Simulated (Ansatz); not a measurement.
## LiF (Griceite, Fm-3m): zone-centre modes under pressure

Aim: how do the optical modes of LiF (Griceite, Fm-3m) move with volume?

Program: Ansatz 0.2.0. Level of theory: DFT LDA, scalar-relativistic, plane waves, PAW; PAW set soft_1. Results are calculated unless marked as measured.

This is a report of a sequence of runs, with most program output left out.

## Step 1: The starting structure

Symmetry: Fm-3m, No. 225, cubic system. Conventional cell: a = 4.028 Å, b = 4.028 Å, c = 4.028 Å, α = 90.00°, β = 90.00°, γ = 90.00°. Nearest to Li lie 6 F at 2.01 Å. Nearest to F lie 6 Li at 2.01 Å. Farther neighbours and most contacts between anions are not listed.

## Step 2: Relaxation

The cell and atoms are relaxed, since residual forces and stress would shift the frequencies.

input.yaml reads:

```yaml
crystal:
  lattice:
    - [0.0, 2.014, 2.014]
    - [2.014, 0.0, 2.014]
    - [2.014, 2.014, 0.0]
  atoms:
    - { symbol: Li, position: [0.0, 0.0, 0.0] }
    - { symbol: F, position: [0.5, 0.5, 0.5] }
kpoints:
  mp_grid: { grid: [10, 10, 10] }
hamiltonian:
  xc: lda
  pseudopotentials: { kind: paw, azcp: { folder: soft_1 }, xc_functional: pbe }
scf:
  occupations: { method: gaussian, width: 0.02 }
output:
  forces: true
  stress: true
  eigenvalues: true
relax:
  adjacent_minimum: "off"
  f_tol: 0.005
  max_steps: 80
  cell: { stress_tol: 0.05 }
```

The run is started by

```
ansatz run input.yaml --threads 4 --pin off --max-ram 10240MiB --backend cpu --events-out ev --progress --plain --runs-dir out
```

The job ended after 1.6 s (4 threads of AMD EPYC 7B13 (Zen 3), shared host; peak memory 0.33 GiB).

The steps of the relaxation:

```csv
step,energy less that of the first step (eV),largest force component (eV/Å),pressure (GPa),volume (Å³)
1,0.0000,0.0000,-6.53,16.34
2,-0.0175,0.0000,-4.63,15.89
3,-0.0350,0.0000,0.59,14.90
4,-0.0348,0.0000,-0.05,15.00
5*,-0.0313,0.0000,-0.52,15.00
6,-0.0318,0.0000,0.01,14.92
7*,-0.0315,0.0000,-0.02,14.92
```

Relaxation steps marked * repeat the geometry before them on a plane-wave basis chosen anew for their cell, so energy and pressure can jump there.

The run keeps the 48 symmetry operations that it works with, so distortions that break them were not tested.

```csv
"conventional cell, symmetrised",before,after,change
a (Å),4.028,3.908,-3.0 %
b (Å),4.028,3.908,-3.0 %
c (Å),4.028,3.908,-3.0 %
volume (Å³/atom),8.17,7.46,-8.7 %
```

Final coordinates:

```xyz
2
Lattice="0.0000 1.9538 1.9538 1.9538 0.0000 1.9538 1.9538 1.9538 0.0000" Properties=species:S:1:pos:R:3 pbc="T T T"
Li    0.0000    0.0000    0.0000
F     1.9538    1.9538    1.9538
```

Numbers from this step:

- pressure: -0.02136 GPa
- gap on the k-mesh: 9.707 eV
- volume per atom: 7.458 Å³

In this step the volume went from 8.17 to 7.46 Å³/atom.

## Step 3: Relaxation

The relaxation is repeated from its end on the same settings, as a check that it has come to rest.

input.yaml, the sections that differ from step 2:

```yaml
crystal:
  lattice:
    - [0.0, 1.9537581956, 1.9537581956]
    - [1.9537581956, 0.0, 1.9537581956]
    - [1.9537581956, 1.9537581956, 0.0]
  atoms:
    - { symbol: Li, position: [0.0, 0.0, 0.0] }
    - { symbol: F, position: [0.5, 0.5, 0.5] }
output:
  forces: true
  stress: true
  eigenvalues: true
  write_density: true
  write_potential: true
  elf: true
  volumetric_format: npy
# kpoints, hamiltonian, scf, relax: as in step 2
```

The job ended after 0.56 s (4 threads; peak memory 0.33 GiB; 1.4 s of CPU time).

Little changed from the start: no atom moved by 0.005 Å and no cell edge by 0.1 %.

This step gave:

```yaml
pressure: -0.02135 GPa
```

In this step the volume went from 7.46 to 7.46 Å³/atom.

## Step 4: Tight relaxation

Phonons need small forces and stress, so the relaxation is finished with tight tolerances on 12×12×12 k points.

input.yaml, the sections that differ from step 3:

```yaml
kpoints:
  mp_grid: { grid: [12, 12, 12] }
scf:
  occupations: { method: fixed }
output:
  forces: true
  stress: true
  eigenvalues: true
relax:
  adjacent_minimum: "off"
  f_tol: 0.001
  max_steps: 60
  cell: { stress_tol: 0.01 }
# crystal, hamiltonian: as in step 3
```

It took 0.95 s on 4 threads; peak memory 0.32 GiB; 2.7 s of CPU time.

Little changed from the start: no atom moved by 0.005 Å and no cell edge by 0.1 %.

Numbers from this step:

```yaml
pressure: -0.003896 GPa
gap_on_the_k_mesh: 9.709 eV
volume_per_atom: 7.456 Å³
```

The forces vanish by symmetry and the pressure is -0.004 GPa, within the tolerances set. The cell now holds 7.46 Å³/atom.

## Step 5: Zone-centre response at rest

The modes at rest are the reference of the series, and the response to a field gives the dielectric tensor and the Born charges.

input.yaml, the sections that differ from step 4:

```yaml
crystal:
  lattice:
    - [0.0, 1.9536259172, 1.9536259172]
    - [1.9536259172, 0.0, 1.9536259172]
    - [1.9536259172, 1.9536259172, 0.0]
  atoms:
    - { symbol: Li, position: [0.0, 0.0, 0.0] }
    - { symbol: F, position: [0.5, 0.5, 0.5] }
output:
  eigenvalues: true
phonons:
  method: dfpt
  dielectric: true
  rigid_motions: translations
  raman: true
# kpoints, hamiltonian, scf: as in step 4
# relax: removed
```

It took 30 s on 4 threads; peak memory 0.8 GiB.

This step gave:

```yaml
sum_rule_residual_before_enforcement: 1.04e-4 eV/Å²
miss_of_the_charge_sum_rule: 1.90e-6 e
point_group: m-3m
highest_optical_mode_at_the_zone_centre_no_lo_to_term: 339.1 cm⁻¹
lowest_optical_zone_centre_mode: 339.1 cm⁻¹
mean_high_frequency_dielectric_constant: 2.118
largest_born_charge_third_of_the_trace: 1.040 e
mean_static_dielectric_constant: 8.227
top_of_the_zone_centre_spectrum_with_the_field: 668.2 cm⁻¹
```

Without the LO-TO term. Patterns of degenerate modes are one choice out of their space. The modes at Γ (shares of kinetic energy by element, %):

```csv
mode,frequency (cm⁻¹),symmetry,Li %,F %
1,0.0,acoustic,27,73
2,0.0,acoustic,27,73
3,0.0,acoustic,27,73
4,339.1,T1u,73,27
5,339.1,T1u,73,27
6,339.1,T1u,73,27
```

Displacements in mode 4 (339.1 cm⁻¹), the largest set to 1:
```
Li1  1.00  0.00  0.00
F2  -0.37  0.00  0.00
```

Optical modes at the zone centre, without and with the macroscopic field of the longitudinal modes; each column is sorted by frequency, so a row need not hold one and the same mode. Modes with and without the field, by row:

```csv
rank among optical modes,no field (cm⁻¹),"q along (1, 0, 0) (cm⁻¹)"
1,339.1,339.1
2,339.1,339.1
3,339.1,668.2
```

Born charge (rows field, columns displacement) (e), principal values of the symmetric part by kind of site:

```
atom  atoms with these values    low  middle   high   mean
 Li1                        1   1.04    1.04   1.04   1.04
  F2                        1  -1.04   -1.04  -1.04  -1.04
```

In full for F2:

```
-1.04  0.00  0.00
 0.00 -1.04  0.00
 0.00  0.00 -1.04
```

High-frequency dielectric tensor:

```
2.12 0.00 0.00
0.00 2.12 0.00
0.00 0.00 2.12
```

Static dielectric tensor (ions relaxed, fixed cell):

```
8.23 0.00 0.00
0.00 8.23 0.00
0.00 0.00 8.23
```

Transverse modes. Infrared lines, with heights relative to the strongest:

```
position (cm⁻¹)  label  relative intensity
            339    T1u                 100
```

Before it was imposed, the acoustic sum rule was missed by 1.0e-4 eV/Å² and the charge sum rule by 1.9e-6 e. Small misses are needed for a sound result but don't prove that mesh and cutoff are converged. The lowest optical mode is real, 339 cm⁻¹.

## Step 6: Ground state of a member: 1.06 times the volume at rest

The cell is set to 1.06 times the volume at rest; symmetry leaves nothing else free, so this is a single point.

input.yaml, the sections that differ from step 5:

```yaml
crystal:
  lattice:
    - [0.0, 1.9919420354, 1.9919420354]
    - [1.9919420354, 0.0, 1.9919420354]
    - [1.9919420354, 1.9919420354, 0.0]
  atoms:
    - { symbol: Li, position: [0.0, 0.0, 0.0] }
    - { symbol: F, position: [0.5, 0.5, 0.5] }
output:
  forces: true
  stress: true
  eigenvalues: true
# kpoints, hamiltonian, scf: as in step 5
# phonons: removed
```

Elapsed: 0.32 s, on 4 threads; peak memory 0.31 GiB.

This step gave:

```
pressure          : -4.474 GPa
gap on the k-mesh : 9.142 eV
volume per atom   : 7.904 Å³
```

The forces vanish by symmetry, at a pressure of -4.47 GPa.

## Step 7: Zone-centre modes of the member: 1.06 times the volume at rest

The zone-centre modes follow for 1.06 times the volume at rest, with the response to a field.

Edit input.yaml of step 6 so:

```diff
@@ -16,4 +16,6 @@
 output:
-  forces: true
-  stress: true
   eigenvalues: true
+phonons:
+  method: dfpt
+  dielectric: true
+  rigid_motions: translations
```

Run time: 2.8 s. Hardware: 4 threads; peak memory 0.4 GiB; 9.5 s of CPU time.

This step gave:

| Item | Value |
| --- | --- |
| sum-rule residual before enforcement | 1.66e-5 eV/Å² |
| miss of the charge sum rule | 3.40e-6 e |
| highest optical mode at the zone centre (no LO-TO term) | 286.9 cm⁻¹ |
| lowest optical zone-centre mode | 286.9 cm⁻¹ |
| mean high-frequency dielectric constant | 2.101 |
| largest Born charge (third of the trace) | 1.047 e |
| mean static dielectric constant | 10.25 |
| top of the zone-centre spectrum with the field | 633.8 cm⁻¹ |

Without the LO-TO term. Patterns of degenerate modes are one choice out of their space. The modes at Γ (shares of kinetic energy by element, %):

```csv
mode,frequency (cm⁻¹),symmetry,Li %,F %
1,0.0,acoustic,27,73
2,0.0,acoustic,27,73
3,0.0,acoustic,27,73
4,286.9,T1u,73,27
5,286.9,T1u,73,27
6,286.9,T1u,73,27
```

Transverse modes. Infrared lines, with heights relative to the strongest:

```
position (cm⁻¹)  label  relative intensity
            287    T1u                 100
```

The optical mode without the LO-TO term lies at 286.9 cm⁻¹.

For the mean static dielectric tensor (ions relaxed, fixed cell), step 5 gave 8.23; this run, with volume ratio 1.06, gives 10.2 (+25 %).

## Step 8: Ground state of a member: 0.9 times the volume at rest

The cell is set to 0.9 times the volume at rest; symmetry leaves nothing else free, so this is a single point.

input.yaml, the sections that differ from step 7:

```yaml
crystal:
  lattice:
    - [0.0, 1.8862050846, 1.8862050846]
    - [1.8862050846, 0.0, 1.8862050846]
    - [1.8862050846, 1.8862050846, 0.0]
  atoms:
    - { symbol: Li, position: [0.0, 0.0, 0.0] }
    - { symbol: F, position: [0.5, 0.5, 0.5] }
output:
  forces: true
  stress: true
  eigenvalues: true
# kpoints, hamiltonian, scf: as in step 7
# phonons: removed
```

Wall time 0.3 s (4 threads); peak memory 0.31 GiB; 0.69 s of CPU time.

This step gave:

```
pressure          : 11.47 GPa
gap on the k-mesh : 10.85 eV
volume per atom   : 6.711 Å³
```

The forces vanish by symmetry, at a pressure of 11.47 GPa.

## Step 9: Zone-centre modes of the member: 0.9 times the volume at rest

The zone-centre modes follow for 0.9 times the volume at rest, with the response to a field.

Edit input.yaml of step 8 so:

```diff
@@ -16,4 +16,6 @@
 output:
-  forces: true
-  stress: true
   eigenvalues: true
+phonons:
+  method: dfpt
+  dielectric: true
+  rigid_motions: translations
```

It took 3.8 s on 4 threads; peak memory 0.4 GiB.

Numbers from this step:

```yaml
sum_rule_residual_before_enforcement: 3.75e-4 eV/Å²
miss_of_the_charge_sum_rule: 1.02e-6 e
highest_optical_mode_at_the_zone_centre_no_lo_to_term: 435.9 cm⁻¹
lowest_optical_zone_centre_mode: 435.9 cm⁻¹
mean_high_frequency_dielectric_constant: 2.150
largest_born_charge_third_of_the_trace: 1.028 e
mean_static_dielectric_constant: 6.162
top_of_the_zone_centre_spectrum_with_the_field: 738.0 cm⁻¹
```

Without the LO-TO term. Patterns of degenerate modes are one choice out of their space. Modes at Γ, with each element's share of the kinetic energy:

```
mode  frequency (cm⁻¹)  symmetry  Li %  F %
   1               0.0  acoustic    27   73
   2               0.0  acoustic    27   73
   3               0.0  acoustic    27   73
   4             435.9       T1u    73   27
   5             435.9       T1u    73   27
   6             435.9       T1u    73   27
```

Transverse modes. Infrared lines, with heights relative to the strongest:

| position (cm⁻¹) | label | relative intensity |
| --- | --- | --- |
| 436 | T1u | 100 |

The optical mode without the LO-TO term lies at 435.9 cm⁻¹.

For the mean static dielectric tensor (ions relaxed, fixed cell), step 5 gave 8.23; this run, with volume ratio 0.9, gives 6.16 (-25 %).

## Step 10: All members side by side

The members are set side by side, also those not shown above.

Each row is one cell with its response, relaxed at fixed volume as far as symmetry leaves anything free; energies are extrapolated to zero smearing, and E0 is that at rest; shape and atoms are relaxed in each cell where symmetry leaves them free. State of the crystal along the series:

```
volume ratio  V (Å³/atom)  pressure (GPa)  E - E0 (meV/atom)  gap on mesh (eV)     ε∞     ε0  largest Born charge in size, a third of the trace (e)  top mode with the field, highest of q along x, y and z (cm⁻¹)
         0.9        6.711           11.47               24.3             10.85   2.15  6.162                                                  1.028                                                            738
        0.92         6.86            8.66              14.97              10.6  2.144  6.489                                                  1.031                                                          722.6
        0.94        7.009           6.135              8.141             10.36  2.137  6.852                                                  1.033                                                            708
        0.96        7.158           3.866              3.466             10.13  2.131  7.257                                                  1.036                                                          694.1
        0.98        7.307           1.828             0.8501             9.915  2.124  7.713                                                  1.038                                                          680.8
        0.99        7.382          0.8885             0.2217             9.811  2.121  7.961                                                  1.039                                                          674.5
           1        7.456       -0.003896                  0             9.709  2.118  8.227                                                   1.04                                                          668.2
        1.02        7.605          -1.654             0.7612             9.512  2.112   8.81                                                  1.042                                                          656.2
        1.04        7.755          -3.138              2.975             9.323  2.106  9.478                                                  1.044                                                          644.7
        1.06        7.904          -4.474              6.537             9.142  2.101  10.25                                                  1.047                                                          633.8
```

Without the LO-TO term; each mode is tracked from rest by its pattern, and modes that stay within 0.3 cm⁻¹ of each other stand once; shape and atoms are relaxed in each cell where symmetry leaves them free. Optical modes along the series:

```csv
V (Å³/atom),mode 4 T1u (cm⁻¹)
6.711,435.9
6.86,415.3
7.009,395.4
7.158,376.1
7.307,357.3
7.382,348.1
7.456,339.1
7.605,321.3
7.755,303.9
7.904,286.9
```

From cubic fits (parabolas where under five rows exist) of ln ω and P against ln V through the rows within about 4 % of rest: γ = −d ln ω / d ln V and dω/dP = γ ω / B. Slopes at rest:

```
             mode  fitted frequency at rest (cm⁻¹)  Grüneisen parameter γ  dω/dP (cm⁻¹/GPa)
       mode 4 T1u                            339.1                   2.65             10.35
longitudinal mode                            668.2                   0.92              7.09
```

## Step 11: Summary of results

```
members                                                          : 10
highest optical mode at the zone centre (no LO-TO term), at rest : 339.1 cm⁻¹
bulk modulus at rest                                             : 86.9 GPa
mode 4 T1u, γ                                                    : 2.65
longitudinal mode, γ                                             : 0.92
```

What this shows: The series spans -4.5 to 11.5 GPa, and the slope at rest gives a bulk modulus of 87 GPa. The transverse optical mode has γ = 2.65 and moves by 10.3 cm⁻¹ for each GPa, the longitudinal one has γ = 0.92 and moves by 7.1. ε∞ is 2.12 at rest, with d ln ε∞ / d ln V = -0.14. One k mesh and one cutoff serve the ground states and modes of all volumes; the field response picks its own mesh. These are harmonic frequencies at zero temperature: anharmonic shifts, linewidths and thermal expansion are left out. The PAW files were made for PBE; the program adapts parts of them to the functional of the run, but their partial waves stay those of PBE, an approximation that was not tested in this session. Only the zone centre was solved, so an instability at another wavevector cannot show here.

[Logs are printed without paths, hosts, clocks, repeated set-up lines and the standing remarks that a program may print on its own settings, such as how far it seeks lower states.]

[Hosts, paths, dates, database ids (printed as entryN), source tags and the programs' standing remarks are cut or masked in the printed files.]
